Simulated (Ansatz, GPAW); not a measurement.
# How BaAg2AsP (model structure) absorbs and reflects light, part 3 of 3

Aim: the dielectric function of BaAg2AsP (model structure), and the optical constants that follow from it. The cell was made here by substitution or stacking, whether or not such a phase is known. It was built so: 1 of the 2 As atoms of the cell replaced by P in the I4/mmm structure of BaAg2As2. The cell is first relaxed with Ansatz.

GPAW 26.7.0; DFT, revPBE, plane-wave PAW (GPAW data sets), scalar-relativistic, RPA, optical limit.

So far. Step 3 (Ground state): There are states at the Fermi level within the smearing, so the occupations stay smeared and the carriers get a Drude term.

### Step 5. Dielectric function, RPA

Local fields let the induced charge screen the field inside the cell, which as a rule lowers ε, most along directions where the density is uneven.

This step: DFT, revPBE, plane-wave PAW (GPAW data sets), scalar-relativistic, RPA, optical limit (GPAW 26.7.0).

File df.py:

```python
from gpaw.response.df import DielectricFunction

df = DielectricFunction('full.gpw', frequencies={'type': 'nonlinear', 'domega0': 0.03, 'omega2': 8},
                        ecut=50,
                        eta=0.05,
                        nbands=56,
                        rate=0.1,
                        txt='df.txt')
for direction in ['x', 'z']:
    df.get_dielectric_function(xc='RPA', direction=direction, filename=f'df_{direction}.csv')
```

The run is started by

```
OMP_NUM_THREADS=1 python df.py
```

Log:

```text
Using integrator: PointIntegrator
NonLinearFrequencyDescriptor(from 0.000 to 74.322 eV, 512 points)
Nonperiodic BCs:  [False False False]
Using integrator: PointIntegrator
NonLinearFrequencyDescriptor(from 0.000 to 74.322 eV, 512 points)
Nonperiodic BCs:  [False False False]
Using integrator: PointIntegrator

Calculating chi0 body with:
    Ground state adapter containing:
    Number of spins: 1
    Number of kpoints: 1000
    Number of irreducible kpoints: 102
    Number of completely occupied states: 25
    Number of partially occupied states: 29

    Linear response parametrization:
    q_c: [0.0, 0.0, 0.0]
    Number of frequency points: 512
    Planewave cutoff: 50.0
    Number of bands: 56
    Number of planewaves: 103
    Broadening (eta): 0.05

Integrating chi0 body.

Symmetries of q_c:
    Direct symmetries (Uq -> q): 8
    Indirect symmetries (TUq -> q): 8
In total 16 allowed symmetries.

102 groups of equivalent kpoints. 89.8% reduction.

Integral kind: spectral function

Calculating chi0 optical extensions with:
    Ground state adapter containing:
    Number of spins: 1
    Number of kpoints: 1000
    Number of irreducible kpoints: 102
    Number of completely occupied states: 25
    Number of partially occupied states: 29

    Linear response parametrization:
    Number of frequency points: 512
    Planewave cutoff: 50.0
    Number of bands: 56
    Number of planewaves: 103
    Broadening (eta): 0.05
Integrating chi0 head and wings.

Symmetries of q_c:
    Direct symmetries (Uq -> q): 8
    Indirect symmetries (TUq -> q): 8
In total 16 allowed symmetries.

102 groups of equivalent kpoints. 89.8% reduction.

Integral kind: spectral function wings

Calculating drude chi0 with:
    Number of frequency points:512
    Plasma frequency decay rate: 0.1 eV

    Ground state adapter containing:
    Number of spins: 1
    Number of kpoints: 1000
    Number of irreducible kpoints: 102
    Number of completely occupied states: 25
    Number of partially occupied states: 29

Symmetries of q_c:
    Direct symmetries (Uq -> q): 8
    Indirect symmetries (TUq -> q): 8
In total 16 allowed symmetries.

102 groups of equivalent kpoints. 89.8% reduction.

Integral kind: intraband
Plasma frequency:
[[1.55-0.j 0.  -0.j 0.  +0.j]
 [0.  -0.j 1.55-0.j 0.  -0.j]
 [0.  +0.j 0.  -0.j 3.4 +0.j]]
```

Elapsed: 2.1 min, on 1 thread of Arm Neoverse V1, shared host; peak memory 0.61 GiB.

Some rows of df_x.csv (energy; Re and Im without local fields; Re and Im with them):

```text
0.000000, 600.775991, -0.000000, 598.817342, -0.000000
0.460735, -2.277751, 15.082207, -3.778297, 15.116300
0.943989, 9.807772, 3.941442, 8.327709, 3.841884
1.451455, 12.289596, 6.404793, 10.691962, 6.053461
1.984998, 7.544401, 9.378308, 6.297142, 8.855585
2.546682, 12.618014, 9.504830, 9.626891, 7.753065
3.138794, 4.260655, 11.722339, 4.196428, 9.619687
3.763875, 4.837742, 9.267033, 4.481969, 7.445808
4.424758, -0.303885, 11.144486, 0.946052, 10.149591
5.124608, -1.710072, 7.638343, -1.181759, 6.897381
5.866977, -1.684778, 5.832512, -0.930760, 5.294883
6.655862, -1.330201, 5.419039, -0.457122, 4.850572
7.495775, -1.953953, 4.107769, -1.092802, 4.083372
8.391833, -1.684601, 2.652881, -1.235057, 2.904190
9.349861, -1.257093, 1.925537, -1.101369, 2.141132
10.376517, -0.800325, 1.415624, -0.688354, 1.496305
11.479449, -0.313222, 0.828431, -0.420827, 0.918696
12.667487, 0.137533, 0.795073, 0.057369, 0.820615
13.950874, 0.475443, 1.000761, 0.317570, 0.933907
15.341572, 0.739939, 1.061572, 0.394874, 0.938708
```

The Im ε has structure finer than the step of the table below, so its rows give means over 0.5 eV, whole bins alone (the curve runs from 0.305 to 16.3 eV). Peaks (eV: height): E ∥ x 0.65: 12.1, 1.73: 11.8, 2.74: 12.9, 3.94: 10.9, 4.38: 10.9; E ∥ z 0.46: 73.2, 0.65: 63.8, 1.04: 50.3, 1.56: 33.2.

Sum at mesh points, not converged in k. Im ε against photon energy; means over each step:

| photon energy (eV) | E ∥ x | E ∥ z |
| --- | --- | --- |
| 1.0 | 5.59 | 33.8 |
| 1.5 | 7.22 | 25.5 |
| 2.0 | 7.98 | 12.9 |
| 2.5 | 9.00 | 8.95 |
| 3.0 | 10.2 | 9.41 |
| 3.5 | 8.98 | 7.65 |
| 4.0 | 8.87 | 6.73 |
| 4.5 | 9.52 | 5.75 |
| 5.0 | 7.97 | 5.69 |
| 5.5 | 6.12 | 5.26 |
| 6.0 | 5.05 | 4.85 |
| 6.5 | 4.88 | 4.29 |
| 7.0 | 4.31 | 3.80 |
| 7.5 | 3.92 | 3.54 |
| 8.0 | 3.47 | 2.75 |
| 8.5 | 2.80 | 2.32 |
| 9.0 | 2.35 | 1.81 |
| 9.5 | 2.08 | 1.59 |
| 10.0 | 1.60 | 1.42 |
| 10.5 | 1.50 | 1.33 |
| 11.0 | 1.17 | 1.06 |
| 11.5 | 0.939 | 0.887 |
| 12.0 | 0.871 | 0.951 |
| 12.5 | 0.817 | 0.853 |
| 13.0 | 0.795 | 0.697 |
| 13.5 | 0.801 | 0.806 |
| 14.0 | 0.870 | 0.858 |
| 14.5 | 0.820 | 0.787 |
| 15.0 | 0.867 | 0.775 |
| 15.5 | 0.916 | 0.772 |
| 16.0 | 0.912 | 0.792 |

Values under 1 per cm are given as 1; sum at mesh points, not converged in k. The absorption coefficient by photon energy:

| photon energy (eV) | E ∥ x (1/cm) | E ∥ z (1/cm) |
| --- | --- | --- |
| 1.01 | 76888 | 4.3e5 |
| 1.99 | 3.0e5 | 6.2e5 |
| 3.02 | 5.7e5 | 7.4e5 |
| 3.98 | 8.2e5 | 8.5e5 |
| 4.98 | 1.1e6 | 9.9e5 |
| 6.02 | 1.0e6 | 9.6e5 |
| 6.99 | 1.2e6 | 1.1e6 |
| 8.03 | 1.3e6 | 1.2e6 |
| 9.02 | 1.2e6 | 1.2e6 |
| 10.03 | 1.2e6 | 1.1e6 |
| 11.03 | 1.1e6 | 1.0e6 |
| 12.02 | 8.6e5 | 8.6e5 |
| 13.00 | 7.8e5 | 7.6e5 |
| 14.04 | 8.5e5 | 8.4e5 |
| 14.96 | 7.9e5 | 7.8e5 |
| 16.03 | 8.9e5 | 7.6e5 |

The Im ε, E ∥ x has structure finer than the step of the table below, so its rows give means over 0.5 eV, whole bins alone (the curve runs from 0.305 to 16.3 eV). Peaks (eV: height): without local fields 0.65: 12.4, 1.73: 12.9, 2.74: 16.2, 2.98: 13.8, 3.94: 13.0, 4.33: 12.6; with local fields 0.65: 12.1, 1.73: 11.8, 2.74: 12.9, 3.94: 10.9, 4.38: 10.9.

Sum at mesh points, not converged in k. Table of Im ε, E ∥ x by photon energy; means over each step:

| photon energy (eV) | without local fields | with local fields |
| --- | --- | --- |
| 1.0 | 5.81 | 5.59 |
| 1.5 | 7.70 | 7.22 |
| 2.0 | 8.52 | 7.98 |
| 2.5 | 11.0 | 9.00 |
| 3.0 | 12.6 | 10.2 |
| 3.5 | 10.8 | 8.98 |
| 4.0 | 10.7 | 8.87 |
| 4.5 | 10.7 | 9.52 |
| 5.0 | 8.77 | 7.97 |
| 5.5 | 6.80 | 6.12 |
| 6.0 | 5.57 | 5.05 |
| 6.5 | 5.26 | 4.88 |
| 7.0 | 4.45 | 4.31 |
| 7.5 | 4.06 | 3.92 |
| 8.0 | 3.16 | 3.47 |
| 8.5 | 2.54 | 2.80 |
| 9.0 | 2.10 | 2.35 |
| 9.5 | 1.83 | 2.08 |
| 10.0 | 1.46 | 1.60 |
| 10.5 | 1.35 | 1.50 |
| 11.0 | 0.980 | 1.17 |
| 11.5 | 0.832 | 0.939 |
| 12.0 | 0.813 | 0.871 |
| 12.5 | 0.764 | 0.817 |
| 13.0 | 0.714 | 0.795 |
| 13.5 | 0.857 | 0.801 |
| 14.0 | 0.954 | 0.870 |
| 14.5 | 0.913 | 0.820 |
| 15.0 | 0.994 | 0.867 |
| 15.5 | 1.14 | 0.916 |
| 16.0 | 1.35 | 0.912 |

The loss function −Im 1/ε at q → 0 has structure finer than the step of the table below, so its rows give means over 0.5 eV, whole bins alone (the curve runs from 0.305 to 16.3 eV). Peaks (eV: height): E ∥ x 12.50: 1.29, 14.22: 1.12; E ∥ z 11.87: 1.18, 13.08: 1.56, 14.59: 1.24.

Sum at mesh points, not converged in k. Table of loss function −Im 1/ε at q → 0 by energy loss; means over each step:

| energy loss (eV) | E ∥ x | E ∥ z |
| --- | --- | --- |
| 1.0 | 0.0649 | 0.0285 |
| 1.5 | 0.0436 | 0.0370 |
| 2.0 | 0.0659 | 0.0629 |
| 2.5 | 0.0549 | 0.107 |
| 3.0 | 0.0788 | 0.104 |
| 3.5 | 0.0953 | 0.129 |
| 4.0 | 0.0980 | 0.145 |
| 4.5 | 0.102 | 0.172 |
| 5.0 | 0.125 | 0.173 |
| 5.5 | 0.160 | 0.189 |
| 6.0 | 0.195 | 0.198 |
| 6.5 | 0.201 | 0.213 |
| 7.0 | 0.219 | 0.240 |
| 7.5 | 0.243 | 0.242 |
| 8.0 | 0.244 | 0.267 |
| 8.5 | 0.299 | 0.316 |
| 9.0 | 0.342 | 0.386 |
| 9.5 | 0.376 | 0.475 |
| 10.0 | 0.464 | 0.569 |
| 10.5 | 0.541 | 0.597 |
| 11.0 | 0.631 | 0.752 |
| 11.5 | 0.883 | 1.01 |
| 12.0 | 1.10 | 1.05 |
| 12.5 | 1.21 | 1.15 |
| 13.0 | 1.23 | 1.40 |
| 13.5 | 1.13 | 1.13 |
| 14.0 | 1.04 | 1.07 |
| 14.5 | 1.04 | 1.17 |
| 15.0 | 0.937 | 1.10 |
| 15.5 | 0.915 | 1.10 |
| 16.0 | 0.954 | 0.989 |

The reflectivity at normal incidence has structure finer than the step of the table below, so its rows give means over 0.5 eV, whole bins alone (the curve runs from 0.305 to 16.3 eV). Peaks (eV: height): E ∥ x 0.65: 40.1, 1.73: 39.7, 2.74: 40.9, 3.98: 39.0, 4.89: 43.8, 7.97: 41.0, 10.88: 38.1; E ∥ z 0.72: 73.0, 1.11: 68.9, 1.77: 69.2, 2.98: 48.0, 3.76: 43.8, 4.38: 41.4, 7.91: 42.7.

Sum at mesh points, not converged in k. The reflectivity at normal incidence by photon energy; means over each step:

| photon energy (eV) | E ∥ x (%) | E ∥ z (%) |
| --- | --- | --- |
| 1.0 | 29.3 | 62.3 |
| 1.5 | 33.7 | 61.1 |
| 2.0 | 32.7 | 58.9 |
| 2.5 | 35.1 | 43.8 |
| 3.0 | 36.7 | 44.6 |
| 3.5 | 34.8 | 39.7 |
| 4.0 | 35.0 | 40.6 |
| 4.5 | 38.7 | 35.3 |
| 5.0 | 41.2 | 36.9 |
| 5.5 | 37.7 | 33.9 |
| 6.0 | 34.3 | 35.7 |
| 6.5 | 34.0 | 37.5 |
| 7.0 | 35.7 | 35.7 |
| 7.5 | 33.3 | 37.6 |
| 8.0 | 38.4 | 41.3 |
| 8.5 | 36.1 | 39.3 |
| 9.0 | 35.9 | 38.8 |
| 9.5 | 35.9 | 35.1 |
| 10.0 | 36.0 | 32.0 |
| 10.5 | 32.1 | 32.5 |
| 11.0 | 34.8 | 31.6 |
| 11.5 | 29.9 | 26.3 |
| 12.0 | 22.5 | 19.6 |
| 12.5 | 18.7 | 21.3 |
| 13.0 | 14.6 | 16.1 |
| 13.5 | 10.9 | 11.0 |
| 14.0 | 10.6 | 11.3 |
| 14.5 | 9.21 | 11.3 |
| 15.0 | 8.31 | 9.33 |
| 15.5 | 8.87 | 9.35 |
| 16.0 | 9.60 | 7.84 |

Optical constants at common wavelengths, from n + ik = √ε:

| wavelength (nm) | n x | k x | R (%) x | 1/α x | n z | k z | R (%) z | 1/α z |
| --- | --- | --- | --- | --- | --- | --- | --- | --- |
| 1550 | 2.15 | 1.460 | 28.6 | 85 nm | 2.93 | 4.230 | 64.5 | 29 nm |
| 800 | 3.40 | 1.047 | 33.6 | 61 nm | 3.89 | 4.276 | 63.2 | 15 nm |
| 633 | 3.02 | 1.478 | 34.2 | 34 nm | 2.18 | 3.053 | 55.1 | 16 nm |
| 532 | 3.19 | 1.266 | 33.4 | 33 nm | 1.67 | 2.530 | 50.6 | 17 nm |
| 450 | 3.18 | 1.967 | 40.4 | 18 nm | 2.19 | 2.507 | 46.8 | 14 nm |
| 248 | 1.77 | 2.192 | 43.2 | 9.0 nm | 1.39 | 1.908 | 40.5 | 10 nm |
| 193 | 1.39 | 1.688 | 35.0 | 9.1 nm | 1.19 | 1.749 | 39.3 | 8.8 nm |

In reflection the computed colour is light grey: x = 0.322, y = 0.333, luminous reflectivity 42 %.

### Step 6. Outcome

In words: At this level (revPBE, RPA) BaAg2AsP is a metal. The mesh is too coarse to trust the carriers' weight, the reflectivity or the colour to better than tens of per cent. The cell grew by 6.6 % in volume. In reflection the computed colour is light grey: x = 0.322, y = 0.333, luminous reflectivity 42 %. The carriers' damping of 0.1 eV is typed, not computed; it shapes the response at the lowest energies. Spin-orbit coupling is left out although heavy atoms are present. The curves end at 16 eV, about where the summed bands run out. In this version of GPAW the matrix elements of the optical limit are incomplete, which can lower ε − 1 by up to a tenth where first-row anions or d states rule, and shift it by more in d metals. GPAW's carrier term has the form −ωp²/(ω + i·rate)², which damps like twice the rate and fails at low energy, so the curves leave the lowest energies out. The sum runs over mesh points 0.19 Å⁻¹ apart with no interpolation, so peaks are partly noise of the mesh, and the Drude plasma energy, a sum over the Fermi surface, isn't converged.

[Machine, clock and banner lines and Python warnings are left out of the logs.]

[Logs are printed without paths, hosts, clocks, repeated set-up lines and the standing remarks that a program may print on its own settings, such as how far it seeks lower states.]

[Hosts, paths, dates, database ids (printed as entryN), source tags and the programs' standing remarks are cut or masked in the printed files.]
